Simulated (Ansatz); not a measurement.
# Na2IF: relaxing a made-up structure, part 2 of 2

This structure for Na2IF is made up. Its elements were placed in a known structure type with a cell scaled to their sizes. What cell does the guess relax to, and how far off was it?

Ansatz 0.2.0; DFT, PBE, plane-wave PAW, files of the set soft_1, scalar-relativistic, no spin, cell and ions relaxed at zero pressure; PAW set soft_1 (the session's first sound run).

So far: The starting structure; Relaxing cell and atoms. The relaxed cell has a = 4.029, c = 19.788 Å (conventional setting).

**3. Bands of the relaxed cell**

A second self-consistent run takes a narrower smearing and the mesh shown in its input; the bands follow along the standard path of the relaxed lattice.

This step: DFT, PBE, plane-wave PAW, files of the set soft_1, scalar-relativistic, no spin, bands and density of states at the relaxed cell; PAW set soft_1 (Ansatz 0.2.0).

Input file input.yaml:

```yaml
crystal:
  lattice:
    - [2.014710523, 1.1631936626, 6.5960227615]
    - [-2.014710523, 1.1631936626, 6.5960227615]
    - [0.0, -2.3263873257, 6.5960227614]
  atoms:
    - { symbol: I, position: [0.0, 0.0, 0.0] }
    - { symbol: Na, position: [0.7713723975, 0.7713723975, 0.7713723975] }
    - { symbol: Na, position: [0.2286276025, 0.2286276025, 0.2286276025] }
    - { symbol: F, position: [0.5, 0.5, 0.5] }
kpoints:
  mp_grid: { grid: [10, 10, 10] }
  band_path:
    path:
      - [[0.0, 0.0, 0.0], [0.5, 0.0, 0.0], [0.5, 0.18739902, -0.18739902]]
      - [[0.81260098, 0.5, 0.18739902], [0.5, 0.5, 0.5], [0.0, 0.0, 0.0], [0.34369951, 0.0, -0.34369951]]
      - [[0.65630049, 0.34369951, 0.0], [0.5, 0.5, 0.0], [0.65630049, 0.65630049, 0.18739902], [0.5, 0.5, 0.5]]
      - [[0.5, 0.0, 0.0], [0.81260098, 0.34369951, 0.34369951]]
    npoints: 8
scf:
  occupations: { method: fermi_dirac, width: 0.03 }
  n_extra_bands: 8
hamiltonian:
  xc: pbe
  pseudopotentials: { kind: paw, azcp: { folder: soft_1 } }
output:
  forces: true
  stress: true
  write_bands: true
  dos: { projected: true }
  write_density: true
  write_potential: true
  elf: true
  volumetric_format: npy
```

On the command line:

```
$ ansatz run input.yaml --threads 4 --pin off --max-ram 8192MiB --backend cpu --events-out ev --progress --plain --runs-dir out
```

Numbers of over 12 decimals in the logs are rounded to 6 here.

Output:

```text
[...]
Crystal: 4 atoms, lattice volume = 92.747 Å³
Basis set: ecut = 420 eV, 1805 PW (Γ), FFT grids on a1−a2, a2, −a2+a3, exchange–correlation on 54×96×54 points (8 copies of the dense FFT grid, shifted against one another)
Bands: 29, of which v1, the nominal top of the filled ones, is band 21 counted from 1 (20 counted from 0)
Symmetry: 12 space group operations
[...]
k-points: 116 of 1000
[...]
SCF iter   1: F=—  HF=-11306.100717 eV  |F-HF|=—  |Δ(HF+E_count)|=         —  Δρ=2.12e-1  dr2=3.86e1  ethr=3.10e-3  ⟨swp⟩=7.2  Hψ=17578  notcnv=0
[...]
SCF iter  10: F=-11298.675010 eV  HF=-11298.675010 eV  |F-HF|=6.29e-9  |Δ(HF+E_count)|=   6.59e-8  Δρ=4.69e-6  dr2=2.48e-8  ethr=2.38e-10  ⟨swp⟩=18.7  Hψ=28996  notcnv=0
SCF 1 converged in 10 iterations: F = -11298.675010 eV  dr2 = 2.48e-8
[...]
NSCF: frozen V_eff on 76 k-points
SCF converged after 10 iterations
Free energy (F): -11298.675010 eV
[...]
Internal energy: -11298.675010 eV  (E = F + TS)
E sigma→0 (E₀):  -11298.675010 eV
Fermi energy:    5.112123 eV
[...]
--- Forces (eV/Å), atoms counted from 1 ---
  atom   1  I      0.00000000     0.00000000    -0.00000000
  atom   2  Na     0.00000000    -0.00000000     0.00013825
  atom   3  Na    -0.00000000     0.00000000    -0.00013825
  atom   4  F      0.00000000     0.00000000     0.00000000
  max |Σ_I F_I| component: 5.42e-20 eV/Å
--- Stress (GPa, compression-positive) ---
        0.023410       0.000000      -0.000000
        0.000000       0.023410      -0.000000
       -0.000000      -0.000000       0.045306
  P = ⅓ Tr σ = 0.0307 GPa (0.307 kbar)
--- Band table (eV; the first three rows and the last of 116) ---
  k-point 0: bands = [... 17 lower, 0.7708, 2.0847, 4.1159, 4.1159, 6.0183, 9.7934, 12.5280, 12.6564, ... 4 higher]
  k-point 1: bands = [... 17 lower, 0.7629, 2.0933, 3.6766, 4.0329, 6.2510, 10.2374, 12.0472, 12.2342, ... 4 higher]
  k-point 2: bands = [... 17 lower, 0.7426, 2.1247, 2.7790, 3.8299, 6.8114, 10.6424, 11.0709, 12.2213, ... 4 higher]
  k-point 115: bands = [... 17 lower, 0.7724, 1.3423, 4.1083, 4.1083, 7.6286, 9.0124, 10.3456, 12.7085, ... 4 higher]
```

The job ended after 7.7 s (4 threads of Arm Neoverse V1, shared host; peak memory 0.54 GiB; 29 s of CPU time).

The column dr2 measures how far the density is from self-consistency, as an energy; F and HF (Harris–Foulkes) agree once it is small.

Numbers from this step:

```
Fermi energy      : 5.112 eV
pressure          : 0.03071 GPa
gap on the k-mesh : 1.902 eV
```

From bands.tsv. The electronic bands at the labelled points (eV, zero at the valence top; v1 is the highest filled band, c1 the lowest empty one):

| point | v4 | v3 | v2 | v1 | c1 | c2 | c3 | c4 |
| --- | --- | --- | --- | --- | --- | --- | --- | --- |
| Γ | -3.35 | -2.03 | 0.00 | 0.00 | 1.90 | 5.68 | 8.41 | 8.54 |
| halfway | -3.39 | -1.97 | -1.80 | -0.40 | 3.06 | 6.30 | 6.50 | 8.27 |
| L | -3.28 | -3.06 | -1.83 | -0.74 | 4.57 | 5.55 | 5.90 | 6.05 |
| halfway | -3.29 | -2.81 | -1.75 | -1.49 | 4.87 | 5.87 | 6.40 | 6.62 |
| B1 | -3.35 | -2.34 | -2.15 | -1.65 | 5.13 | 5.50 | 6.35 | 6.91 |
| jump to B | -3.35 | -2.34 | -2.15 | -1.65 | 5.13 | 5.50 | 6.35 | 6.91 |
| halfway | -3.35 | -2.15 | -1.77 | -0.66 | 4.20 | 5.76 | 7.02 | 7.26 |
| Z | -3.34 | -2.77 | -0.01 | -0.01 | 3.51 | 4.90 | 6.23 | 8.59 |
| halfway | -3.34 | -2.36 | 0.00 | 0.00 | 2.53 | 5.55 | 7.01 | 8.57 |
| Γ | -3.35 | -2.03 | 0.00 | 0.00 | 1.90 | 5.68 | 8.41 | 8.54 |
| halfway | -3.42 | -2.05 | -1.89 | -0.78 | 3.38 | 6.10 | 7.30 | 7.77 |
| X | -3.34 | -2.29 | -2.23 | -1.65 | 5.12 | 5.78 | 5.90 | 7.18 |
| jump to Q | -3.34 | -2.29 | -2.23 | -1.65 | 5.12 | 5.78 | 5.90 | 7.18 |
| halfway | -3.46 | -2.64 | -1.65 | -1.32 | 4.44 | 5.91 | 6.21 | 6.52 |
| F | -3.43 | -2.74 | -1.66 | -0.73 | 4.18 | 5.33 | 5.95 | 6.23 |
| halfway | -3.43 | -2.75 | -1.67 | -0.73 | 4.23 | 5.30 | 5.84 | 6.43 |
| P1 | -3.43 | -2.77 | -1.72 | -0.73 | 4.36 | 5.24 | 5.77 | 6.74 |
| halfway | -3.36 | -2.27 | -1.58 | -0.37 | 4.06 | 5.58 | 6.50 | 7.17 |
| Z | -3.34 | -2.77 | -0.01 | -0.01 | 3.51 | 4.90 | 6.23 | 8.59 |
| jump to L | -3.28 | -3.06 | -1.83 | -0.74 | 4.57 | 5.55 | 5.90 | 6.05 |
| halfway | -3.38 | -2.93 | -1.79 | -0.74 | 4.59 | 5.17 | 5.75 | 6.76 |
| P | -3.43 | -2.77 | -1.72 | -0.73 | 4.36 | 5.24 | 5.77 | 6.74 |

States per cell as run, both spins, in windows of 1 eV, from dos.tsv (zero at the valence-band top):

| from | to | total |
| --- | --- | --- |
| -8 | -7 | 0.00 |
| -7 | -6 | 0.00 |
| -6 | -5 | 0.00 |
| -5 | -4 | 0.00 |
| -4 | -3 | 6.00 |
| -3 | -2 | 1.97 |
| -2 | -1 | 2.52 |
| -1 | 0 | 1.51 |
| 0 | 1 | 0.00 |
| 1 | 2 | 0.00 |
| 2 | 3 | 0.20 |
| 3 | 4 | 0.57 |
| 4 | 5 | 1.19 |
| 5 | 6 | 1.79 |

Below -8 eV lie 30.0 more states.

ELF in the ac plane of the conventional cell at fractional y = 0.000, with atoms of I and Na and F within 0.2 Å of it. It is the smooth field of the valence electrons, not physical close to the nuclei.

Values, 24 rows by 14 columns, each cell a mean:
```
0.38 0.41 0.54 0.70 0.73 0.53 0.19 0.09 0.32 0.65 0.75 0.64 0.47 0.38
0.70 0.70 0.68 0.59 0.40 0.18 0.05 0.03 0.08 0.26 0.49 0.65 0.70 0.70
0.26 0.22 0.15 0.07 0.03 0.02 0.02 0.02 0.02 0.02 0.04 0.10 0.18 0.24
0.01 0.01 0.01 0.04 0.11 0.18 0.22 0.23 0.21 0.16 0.08 0.03 0.01 0.01
0.38 0.33 0.18 0.04 0.06 0.17 0.25 0.27 0.23 0.13 0.04 0.09 0.25 0.36
0.40 0.51 0.46 0.14 0.02 0.05 0.07 0.08 0.07 0.03 0.03 0.28 0.52 0.47
0.22 0.18 0.11 0.14 0.32 0.49 0.56 0.58 0.54 0.43 0.22 0.10 0.13 0.20
0.03 0.07 0.20 0.45 0.66 0.74 0.75 0.76 0.76 0.73 0.60 0.33 0.12 0.04
0.03 0.06 0.18 0.42 0.63 0.73 0.76 0.77 0.76 0.71 0.57 0.31 0.11 0.04
0.02 0.02 0.05 0.14 0.25 0.31 0.33 0.34 0.33 0.29 0.20 0.09 0.04 0.02
0.37 0.33 0.23 0.11 0.03 0.01 0.01 0.02 0.02 0.02 0.06 0.16 0.28 0.36
0.70 0.76 0.73 0.55 0.27 0.07 0.01 0.01 0.03 0.13 0.39 0.65 0.76 0.73
0.72 0.74 0.68 0.48 0.21 0.05 0.01 0.01 0.02 0.10 0.32 0.58 0.72 0.74
0.24 0.21 0.14 0.06 0.03 0.03 0.03 0.03 0.02 0.03 0.04 0.09 0.16 0.22
0.02 0.03 0.08 0.20 0.36 0.44 0.47 0.48 0.47 0.42 0.30 0.14 0.05 0.02
0.03 0.06 0.19 0.45 0.67 0.75 0.77 0.77 0.76 0.72 0.59 0.34 0.13 0.05
0.03 0.06 0.16 0.41 0.64 0.73 0.75 0.75 0.74 0.70 0.55 0.30 0.12 0.04
0.32 0.28 0.16 0.09 0.21 0.36 0.45 0.46 0.42 0.32 0.15 0.11 0.21 0.30
0.41 0.52 0.47 0.14 0.02 0.04 0.06 0.07 0.05 0.02 0.03 0.29 0.53 0.47
0.28 0.22 0.11 0.04 0.10 0.22 0.30 0.32 0.27 0.17 0.05 0.05 0.15 0.26
0.02 0.02 0.02 0.04 0.08 0.13 0.16 0.16 0.15 0.11 0.06 0.02 0.02 0.02
0.38 0.34 0.25 0.14 0.05 0.02 0.01 0.01 0.01 0.03 0.08 0.19 0.30 0.37
0.67 0.70 0.72 0.68 0.51 0.26 0.07 0.04 0.14 0.37 0.60 0.70 0.71 0.68
0.39 0.34 0.47 0.67 0.74 0.56 0.20 0.10 0.34 0.67 0.74 0.59 0.40 0.34
```
Columns run along a (4.0 Å), rows up along c (19.8 Å), edges of the conventional cell, whose origin can differ from the input's. Atoms in or near the plane, at fractional coordinates: I at (0.00, 0.00), Na at (0.00, 0.77), Na at (0.00, 0.23), F at (0.00, 0.50).

Electrostatic potential energy in the ac plane of the conventional cell at fractional y = 0.000, with atoms of I and Na and F within 0.2 Å of it. With pseudopotentials it is smooth inside the atoms' cores, unlike the true potential.

Ten even steps from '_' (-37 eV) to '@' (9 eV), each cell a mean:
```
==::::**%%@@@@@@@@@@%%==::--
%%%%@@@@@@@@@@@@@@@@@@@@%%%%
@@@@@@@@@@@@@@@@@@@@@@@@@@@@
@@@@@@@@@@@@@@@@@@@@@@@@@@@@
==++##%%@@@@@@@@@@@@@@%%##++
____==%%@@@@@@@@@@@@%%##::__
####%%@@@@@@@@@@@@@@@@@@%%##
@@@@@@@@@@@@%%%%%%@@@@@@@@@@
@@@@@@@@@@@@%%%%%%@@@@@@@@@@
@@@@@@@@@@@@@@@@@@@@@@@@@@@@
@@@@@@@@@@@@@@%%@@@@@@@@@@@@
..--##@@@@@@@@@@@@@@@@@@++::
--++%%@@@@@@@@@@@@@@@@@@##==
@@@@@@@@@@@@@@@@@@@@@@@@@@@@
@@@@@@@@@@@@@@@@@@@@@@@@@@@@
@@@@@@@@@@%%%%%%%%@@@@@@@@@@
@@@@@@@@@@@@%%%%%%@@@@@@@@@@
++**%%@@@@@@@@@@@@@@@@%%##++
____==%%@@@@@@@@@@@@%%##::__
**##%%@@@@@@@@@@@@@@@@%%%%##
@@@@@@@@@@@@@@@@@@@@@@@@@@@@
@@@@@@@@@@@@@@@@@@@@@@@@@@@@
**##%%@@@@@@@@@@@@@@@@%%##**
++--..++%%@@@@@@@@@@##--..==
```
Columns run along a (4.0 Å; values clipped at the 3rd and 97th percentile), rows up along c (19.8 Å), edges of the conventional cell, whose origin can differ from the input's. Atoms in or near the plane, at fractional coordinates: I at (0.00, 0.00), Na at (0.00, 0.77), Na at (0.00, 0.23), F at (0.00, 0.50).

Valence density in the ac plane of the conventional cell at fractional y = 0.000, with atoms of I and Na and F within 0.2 Å of it. It is the smooth field of the valence electrons, not physical close to the nuclei.

Ten steps, logarithmic in the rise over the least value, from '_' (0 e/Å³) to '@' (16 e/Å³), each cell a mean:
```
%%##++--::..______..::--**##
::::....______________....::
____________________________
____________________________
**==..__________________::++
@@%%==..______________::**@@
--::..______......______..::
______....::::::::....______
________....::::::....______
____________________________
....____________________....
%%##==::____________..--++##
##**--..____________..::==**
____________________________
____________......__________
________..::::::::....______
________....::::::....______
++==..__________________::++
@@%%==..______________::**@@
--::____________________..--
____________________________
____________________________
--::::....__________....::::
%%%%**--::..______..::==##%%
```
Columns run along a (4.0 Å), rows up along c (19.8 Å), edges of the conventional cell, whose origin can differ from the input's. Atoms in or near the plane, at fractional coordinates: I at (0.00, 0.00), Na at (0.00, 0.77), Na at (0.00, 0.23), F at (0.00, 0.50).

**4. What came out**

| Property | Result |
| --- | --- |
| space group, relaxed | R-3m |
| conventional cell | a = 4.029, b = 4.029, c = 19.788 Å; α = 90.0°, β = 90.0°, γ = 120.0° |
| volume per atom | 23.19 Å³ (guess 21.82) |

**Reading.** Na2IF relaxes to R-3m with a = 4.029, b = 4.029 and c = 19.788 Å. The guessed volume was 6 % too small. The space group R-3m was held in the relaxation, so the end point is a stationary structure within it and may be a saddle against distortions or other arrangements. It has a direct Kohn–Sham gap of 1.90 eV, which semilocal functionals understate. On the 10×10×10 mesh with the narrower smearing (relaxed on 8×8×8) the forces vanish, as symmetry may demand, and the largest stress component is 0.045 GPa, within the relaxation's thresholds of 0.015 eV/Å and 0.05 GPa. The cutoff wasn't tested. Spin-orbit coupling is left out, which can matter for elements this heavy. No dispersion term is used, so weakly bound directions may come out too long. Nothing here tests whether the compound is stable against decomposition.

[Logs are printed without paths, hosts, clocks, repeated set-up lines and the standing remarks that a program may print on its own settings, such as how far it seeks lower states.]

[Hosts, paths, dates, database ids (printed as entryN), source tags and the programs' standing remarks are cut or masked in the printed files.]
